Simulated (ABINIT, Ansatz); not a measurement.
```cif
data_licl
_symmetry_space_group_name_H-M 'Fm-3m'
_symmetry_Int_Tables_number 225
_cell_length_a 5.1430
_cell_length_b 5.1430
_cell_length_c 5.1430
_cell_angle_alpha 90.000
_cell_angle_beta 90.000
_cell_angle_gamma 90.000
_cell_volume 136.03
loop_
_atom_site_label
_atom_site_type_symbol
_atom_site_symmetry_multiplicity
_atom_site_Wyckoff_symbol
_atom_site_fract_x
_atom_site_fract_y
_atom_site_fract_z
_atom_site_occupancy
Li1 Li 4 a 0.00000 0.00000 0.00000 1
Cl1 Cl 4 b 0.50000 0.00000 0.00000 1
_calc_subject 'A GW chain in ABINIT: LiCl (Fm-3m)'
_calc_method 'RPA screening on PBE, plane waves, norm-conserving pseudopotentials (and 2 further levels or steps)'
_calc_program 'ABINIT 10.8.3'
_calc_settings 'cutoff 33 Ha, PseudoDojo scalar-relativistic 0.4.1 standard, norm-conserving, potential set dojo-sr-pbe-0.4.1-standard, ngkpt (6, 6, 6), nband 622, ecuteps 16 Ha, inclvkb 2, shiftk (0, 0, 0), symchi 1, awtr 1, frequency ppm, 6×6×6 k-mesh'
_calc_cost '5 runs, 26 min in all on 4 MPI ranks of Intel Xeon Platinum 8375C at 2.90GHz (Ice Lake), shared host'
_calc_notes 'The cell and positions come from the Crystallography Open Database and are kept as given unless a step says otherwise.'
_calc_pbe_gap '6.28 eV, indirect (only 2 meV under the direct gap)'
_calc_g0w0_gap_on_the_mesh '9.07 eV'
_calc_gw_settings '6×6×6 mesh, 622 bands, screening to 435.4 eV, Godby-Needs plasmon pole'
_calc_known_limits 'short of the basis limit'
```

[Long decimals in the printed logs are rounded to 6 places.]

[Logs are printed without paths, hosts, clocks, repeated set-up lines and the standing remarks that a program may print on its own settings, such as how far it seeks lower states.]

[Paths, hosts, dates, memory and timing lines, banners, echoed tables and standing remarks are left out of the program output; an Ansatz launch command may be rebuilt from the run's recorded settings. Measured values are a selection of at most five: reports struck by readers or far from the other reports are left out. None is set beside runs whose start may be inverted or whose files or cutoffs have a known fault.]

[Runs of the session that timed out or met a known fault of the program may be left out.]

[Hosts, paths, dates, database ids (printed as entryN), source tags and the programs' standing remarks are cut or masked in the printed files.]

[G0W0 gaps are taken among the corrected bands and points alone; a level outside them can change the order at an edge.]

[Where Ansatz stands beside ABINIT at settings called matched, ABINIT's density can come from a denser mesh and the files from another edition; pairs whose starting gaps differed by over 0.03 eV were left out, so agreement reads better than it is.]
